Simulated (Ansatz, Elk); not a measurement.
# Bonding as seen by X-rays: K2Li

The structure of K2Li used here is made up (a known structure type with other elements) and was relaxed beforehand with PBEsol. The aim is the Fourier transform of its all-electron density, F(hkl), set beside the sum over free spherical atoms that refinements use.

Program: Elk 11.2.3 (patched build). Level of theory: DFT, PBE, all-electron APW+lo, Dirac cores, scalar-relativistic bands, static density, no spin. Results are calculated unless marked as measured.

The structure was built from a prototype and need not be the compound's stable phase.

## Step 1: Starting point

The structure is trigonal, space group R-3m (No. 166). The conventional cell has a = 4.247 Å, b = 4.247 Å, c = 30.413 Å, α = 90.00°, β = 90.00°, γ = 120.00°. K has 3 Li at 3.95 Å and 6 K at 4.25 Å nearest. Li has 6 K at 3.95 Å nearest. Farther neighbours are not listed.

As a file:

```cif
data_structure
_symmetry_space_group_name_H-M 'P 1'
_symmetry_Int_Tables_number 1
_cell_length_a 10.4301
_cell_length_b 10.4301
_cell_length_c 10.4301
_cell_angle_alpha 23.494
_cell_angle_beta 23.494
_cell_angle_gamma 23.494
_cell_volume 158.36
loop_
_atom_site_label
_atom_site_type_symbol
_atom_site_fract_x
_atom_site_fract_y
_atom_site_fract_z
_atom_site_occupancy
K1 K 0.76848 0.76848 0.76848 1
K2 K 0.23152 0.23152 0.23152 1
Li3 Li 0.00000 0.00000 0.00000 1
```

## Step 2: Ground state and structure factors

An all-electron density is needed, since X-rays see the cores too. Task 0 finds the density and task 195 Fourier-transforms it; tshift is off so that phases refer to the origin typed.

File elk.in:

```
tasks
  0
  195

xctype
  20

spinpol
  .false.

rgkmax
  7.0

gmaxvr
  14.0

lmaxo
  7

lmaxapw
  8

swidth
  0.002

tshift
  .false.

ramdisk
  .false.

hmaxvr
  5.5

maxscl
  120

epspot
  1e-06

sppath
  './'

avec
  4.01282401418 2.31680502450 19.15765910723
  -4.01282401418 2.31680502450 19.15765910723
  0.00000000000 -4.63361004990 19.15765910712

atoms
  2
  'K.in'
  2
  0.7684797487 0.7684797487 0.7684797487   0.000000 0.000000 0.000000
  0.2315202513 0.2315202513 0.2315202513   0.000000 0.000000 0.000000
  'Li.in'
  1
  0.0000000000 0.0000000000 0.0000000000   0.000000 0.000000 0.000000

ngridk
  6 6 6
```

Started as:

```bash
OMP_NUM_THREADS=4 elk
```

Numbers of over 12 decimals in the logs are rounded to 6 here.

The program printed:

```text
┌─────────────────────────┐
│ Elk code version 11.2.3 │
└─────────────────────────┘

All units are atomic (Hartree, Bohr, etc.)

┌─────────────────────────────────────────────────┐
│ Ground-state run starting from atomic densities │
└─────────────────────────────────────────────────┘

Lattice vectors :
   4.012824014       2.316805024       19.15765911
  -4.012824014       2.316805024       19.15765911
   0.000000000      -4.633610050       19.15765911

Reciprocal lattice vectors :
  0.7828882210      0.4520007251      0.1093241659
 -0.7828882210      0.4520007251      0.1093241659
  0.1114877419E-16 -0.9040014503      0.1093241659

Unit cell volume      :    1068.644591
Brillouin zone volume :   0.2321166603

Muffin-tin inner radius fraction :   0.1000000000E-01

Nuclei treated as point charges

Species : 1 (K)
 parameters loaded from : K.in
 name : potassium
 nuclear charge    :   -19.00000000
 electronic charge :    19.00000000
 atomic mass :    71271.84090
 muffin-tin radius :    2.400000000
 number of radial points in muffin-tin :    993
 inner part over the whole radius :   0.9891652203E-02
 number on inner part of muffin-tin    :    697
 approximate nuclear radius :   0.6514746337E-04
 number of mesh points to nuclear radius :    319
 atomic positions (lattice), magnetic fields (Cartesian) :
  1 :  -0.23152025 -0.23152025 -0.23152025    0.00000000  0.00000000  0.00000000
  2 :   0.23152025  0.23152025  0.23152025    0.00000000  0.00000000  0.00000000

Species : 2 (Li)
 parameters loaded from : Li.in
 name : lithium
 nuclear charge    :   -3.000000000
 electronic charge :    3.000000000
 atomic mass :    12652.66898
 muffin-tin radius :    1.800000000
 number of radial points in muffin-tin :    593
 inner part over the whole radius :   0.9806707936E-02
 number on inner part of muffin-tin    :    401
 approximate nuclear radius :   0.4000070961E-04
 number of mesh points to nuclear radius :    148
 atomic positions (lattice), magnetic fields (Cartesian) :
  1 :   0.00000000  0.00000000  0.00000000    0.00000000  0.00000000  0.00000000

Total number of atoms per unit cell :    3
Total muffin-tin volume :    140.2406961
 ratio of muffin-tin to unit cell volume :   0.1312323080

Spin treatment :
 spin-unpolarised

Number of Bravais lattice symmetries :   12
Number of crystal symmetries         :   12
Crystal has inversion symmetry
Real symmetric eigensolver will be used

k-point grid :      6     6     6
k-point offset :    0.000000000       0.000000000       0.000000000
k-point set is reduced with full crystal symmetry group
Total number of k-points :       32

Muffin-tin radius times maximum |G+k| :    7.000000000
 using average radius
Maximum |G+k| for APW functions       :    3.181818182
Maximum (1/2)|G+k|²                   :    5.061983471
Maximum |G| for potential and density :    14.00000000
Constant for pseudocharge density :    8
 order of it for each species :   15  15
 order of it for pair densities of each species (exact exchange by exxq0 0: 16) :   12   5
Radial integration step length :    1

G-vector grid sizes :     90    90    90
Number of G-vectors :    49399

Maximum angular momentum used for
 APW functions            :    8
 outer part of muffin-tin :    7
 inner part of muffin-tin :    2

Total nuclear charge    :   -41.00000000
Total core charge       :    20.00000000
Total valence charge    :    21.00000000
Total excess charge     :    0.000000000
Total electronic charge :    41.00000000

Effective Wigner radius, rₛ :    1.839304395

Number of empty states         :     12
Total number of valence states :     23
Total number of core states    :     20

Third-order local-orbitals added for an l without core states : T
Total number of local-orbitals :     25

Exchange-correlation functional :     20     0     0
 Perdew-Burke-Ernzerhof, Phys. Rev. Lett. 77, 3865 (1996)
 gradient requirement :    1
 generalised gradient approximation (GGA)

Smearing type :    3
 Fermi-Dirac
Smearing width :   0.2000000000E-02
[...]
electron entropic           :    -0.54230852443676E-03
 total energy                :     -1212.2831652997

Density of states at Fermi energy :    42.28612283
 (states/Hartree/unit cell)

Estimated indirect band gap :   0.1929274866E-02
 from k-point 9 to k-point 9
Estimated direct band gap   :   0.1929274866E-02
 at k-point 9

Charges :
 core                        :    20.00000000
 valence                     :    21.00000000
 interstitial                :    3.820722613
 muffin-tins (core leakage)
  species : 1 (K)
   atom 1                    :    17.54874771     ( -0.1027327716E-06)
   atom 2                    :    17.54874771     ( -0.1027327716E-06)
  species : 2 (Li)
   atom 1                    :    2.081781959     (   0.000000000    )
 total in muffin-tins        :    37.17927739
 total calculated charge     :    40.99999706
 total charge                :    41.00000000
 error                       :   0.2942119110E-05

RMS change in Kohn-Sham potential (target) :    5.384685308     (  0.1000000000E-05)
Absolute change in total energy (target)   :   0.3595582303     (  0.1000000000E-03)

[... loops 3 to 16 left out ...]

┌──────────────────┐
│ Loop number : 17 │
└──────────────────┘

Energies :
 Fermi                       :     0.34042190313026E-01
 sum of occupied eigenvalues :     -704.35354916062
 electron kinetic            :      1219.9529185205
 core electron kinetic       :      1142.6418170520
 Coulomb                     :     -2363.0395938953
 Coulomb potential           :     -1835.4881685546
 nuclear-nuclear             :     -127.33292091198
 electron-nuclear            :     -2637.5833035599
 Hartree                     :      401.87663057660
 Madelung                    :     -1445.2955096180
 xc potential                :     -88.818299126513
 exchange                    :     -67.084783912657
 correlation                 :     -1.585317
 electron entropic           :    -0.56719870249977E-03
 total energy                :     -1211.7573436003

Density of states at Fermi energy :    41.12344979
 (states/Hartree/unit cell)

Estimated indirect band gap :   0.3262534598E-02
 from k-point 18 to k-point 27
Estimated direct band gap   :   0.1319283981E-01
 at k-point 18

Charges :
 core                        :    20.00000000
 valence                     :    21.00000000
 interstitial                :    3.779211195
 muffin-tins (core leakage)
  species : 1 (K)
   atom 1                    :    17.57879187     ( -0.1018160631E-06)
   atom 2                    :    17.57879187     ( -0.1018160631E-06)
  species : 2 (Li)
   atom 1                    :    2.063205058     (   0.000000000    )
 total in muffin-tins        :    37.22078880
 total calculated charge     :    40.99999721
 total charge                :    41.00000000
 error                       :   0.2786293550E-05

RMS change in Kohn-Sham potential (target) :   0.9817706711E-06 (  0.1000000000E-05)
Absolute change in total energy (target)   :   0.4368866939E-05 (  0.1000000000E-03)

Convergence targets achieved

┌──────────────────┐
│ Loop number : 18 │
└──────────────────┘

Energies :
 Fermi                       :     0.34042202008427E-01
 sum of occupied eigenvalues :     -704.35354995249
 electron kinetic            :      1219.9529185386
 core electron kinetic       :      1142.6418169501
 Coulomb                     :     -2363.0395945236
 Coulomb potential           :     -1835.4881666024
 nuclear-nuclear             :     -127.33292091198
 electron-nuclear            :     -2637.5833067155
 Hartree                     :      401.87663310397
 Madelung                    :     -1445.2955112224
 xc potential                :     -88.818301888744
 exchange                    :     -67.084783966222
 correlation                 :     -1.585317
 electron entropic           :    -0.56719853149087E-03
 total energy                :     -1211.7573442749

Density of states at Fermi energy :    41.12340391
 (states/Hartree/unit cell)

Estimated indirect band gap :   0.3262548315E-02
 from k-point 18 to k-point 27
Estimated direct band gap   :   0.1319286362E-01
 at k-point 18

Charges :
 core                        :    20.00000000
 valence                     :    21.00000000
 interstitial                :    3.779211116
 muffin-tins (core leakage)
  species : 1 (K)
   atom 1                    :    17.57879193     ( -0.1018166369E-06)
   atom 2                    :    17.57879193     ( -0.1018166369E-06)
  species : 2 (Li)
   atom 1                    :    2.063205014     (   0.000000000    )
 total in muffin-tins        :    37.22078888
 total calculated charge     :    40.99999721
 total charge                :    41.00000000
 error                       :   0.2786286245E-05

┌──────────────────────────────┐
│ Self-consistent loop stopped │
└──────────────────────────────┘

Wrote STATE.OUT
```

Wall time 57 s (4 threads of Arm Neoverse V1, shared host); peak memory 0.43 GiB; 2 min of CPU time.

SFACRHO.OUT:

```text

h k l indices transformed by vhmat matrix:
   1.000000000       0.000000000       0.000000000    
   0.000000000       1.000000000       0.000000000    
   0.000000000       0.000000000       1.000000000    

      h      k      l  multipl.   |H|            Re(F)            Im(F)           |F|

      0      0      0      1   0.0000000       41.000000      0.33536076E-15   41.000000    
     -1     -1     -1      2  0.32797250      -9.6662826     -0.18668298E-14   9.6662826    
      2      2      2      2  0.65594500      -23.413253     -0.99914865E-17   23.413253    
      0      1      0      6  0.91058794       5.5431659     -0.12477158E-16   5.5431659    
      1      1      0      6  0.93006759      -28.301375      0.44955822E-15   28.301375    
      3      3      3      2  0.98391749       28.324398      0.91801093E-15   28.324398    
      1      2      1      6   1.0042146       29.029065     -0.93952980E-15   29.029065    
     -2     -1     -2      6   1.0564151       18.260493     -0.11710631E-16   18.260493    
      3      2      2      6   1.1844220      -19.151858     -0.64597945E-17   19.151858    
      3      3      2      6   1.2578283       18.589201      0.18418695E-14   18.589201    
      4      4      4      2   1.3118900       6.5977296     -0.80187862E-17   6.5977296    
      4      3      3      6   1.4185894      -8.9178530     -0.54187942E-17   8.9178530    
     -4     -3     -4      6   1.5044544      -23.159926     -0.96005054E-17   23.159926    
     -1      1      0      6   1.5657764       27.051498     -0.25029617E-15   27.051498    
      2      0      1     12   1.5997568      -6.9308904      0.40836852E-17   6.9308904    
      5      5      5      2   1.6398625      -22.781224      0.22433787E-15   22.781224    
      4      4      5      6   1.6843599       25.971713      0.50641935E-17   25.971713    
     -2     -1     -3     12   1.6976218      -17.014061     -0.86807679E-17   17.014061
```

Elk indexes on the primitive cell of elk.in and gives |H| = 4π sin θ/λ in inverse bohr. Below, one row stands for each form hkl of the conventional cell (m members, Friedel mates merged), F is for one primitive cell and the density is static (no thermal factor). Free-atom factors are Waasmaier and Kirfel's, and R is Σm||F|−|F'||/Σm|F|.

| hkl | m | sin θ/λ (Å⁻¹) | abs F, DFT | neutral atoms | diff. |
| --- | --- | --- | --- | --- | --- |
| 003 | 2 | 0.049 | 9.666 | 9.727 | -0.060 |
| 006 | 2 | 0.099 | 23.413 | 23.501 | -0.088 |
| 101 | 6 | 0.137 | 5.543 | 5.588 | -0.045 |
| 012 | 6 | 0.140 | 28.301 | 28.312 | -0.011 |
| 009 | 2 | 0.148 | 28.324 | 28.389 | -0.065 |
| 104 | 6 | 0.151 | 29.029 | 29.104 | -0.075 |
| 015 | 6 | 0.159 | 18.261 | 18.297 | -0.036 |
| 107 | 6 | 0.178 | 19.152 | 19.100 | +0.052 |
| 018 | 6 | 0.189 | 18.589 | 18.600 | -0.011 |
| 0 0 12 | 2 | 0.197 | 6.598 | 6.624 | -0.026 |
| 1 0 10 | 6 | 0.213 | 8.918 | 8.906 | +0.011 |
| 0 1 11 | 6 | 0.226 | 23.160 | 23.103 | +0.057 |
| 110 | 6 | 0.235 | 27.052 | 27.016 | +0.036 |
| 113 | 12 | 0.241 | 6.931 | 6.908 | +0.023 |
| 0 0 15 | 2 | 0.247 | 22.781 | 22.732 | +0.050 |
| 1 0 13 | 6 | 0.253 | 25.972 | 25.928 | +0.044 |
| 116 | 12 | 0.255 | 17.014 | 16.981 | +0.033 |
| 0 1 14 | 6 | 0.267 | 2.889 | 2.879 | +0.010 |

## Step 3: The highest occupied states alone

An energy window below the Fermi level keeps the highest occupied states, to see at which angles they scatter; shallow core shells can lie inside it and anion s states outside. No new self-consistency is needed.

Changes to elk.in since step 2:

```diff
@@ -1,3 +1,2 @@
 tasks
-  0
   195
@@ -40,2 +39,5 @@
 
+wsfac
+  -0.517200 0.334040
+
 sppath
```

Started as:

```bash
OMP_NUM_THREADS=4 elk
```

The program printed:

```text
┌─────────────────────────────────┐
│ Elk code version 11.2.3 started │
└─────────────────────────────────┘

Info(readinput): the functional depends on the density's gradient
 muffin-tin radial points multiplied by    2.00000
 (not where nrmtscf is given)

┌────────────────────┐
│ Current task : 195 │
└────────────────────┘

Info(sfacrho): density structure factors written to SFACRHO.OUT

 Energy window :  -0.5172000000      0.3340400000

┌──────────────────┐
│ Elk code stopped │
└──────────────────┘
```

Wall time 11 s (4 threads); peak memory 0.24 GiB.

States within 15 eV below the Fermi level hold 3.00 electrons; any levels below the window count with the cores. Their amplitudes can exceed the total, where window and core parts have opposite phase:

| hkl | sin θ/λ (Å⁻¹) | abs F, window | abs F, all |
| --- | --- | --- | --- |
| 003 | 0.049 | 0.410 | 9.666 |
| 006 | 0.099 | 0.246 | 23.413 |
| 101 | 0.137 | 0.035 | 5.543 |
| 012 | 0.140 | 0.124 | 28.301 |
| 009 | 0.148 | 0.068 | 28.324 |
| 104 | 0.151 | 0.065 | 29.029 |
| 015 | 0.159 | 0.040 | 18.261 |
| 107 | 0.178 | 0.016 | 19.152 |
| 018 | 0.189 | 0.025 | 18.589 |
| 0 0 12 | 0.197 | 0.026 | 6.598 |

(Continued in part 2 of 2.)

[Logs are printed without paths, hosts, clocks, repeated set-up lines and the standing remarks that a program may print on its own settings, such as how far it seeks lower states.]

[Hosts, paths, dates, database ids (printed as entryN), source tags and the programs' standing remarks are cut or masked in the printed files.]
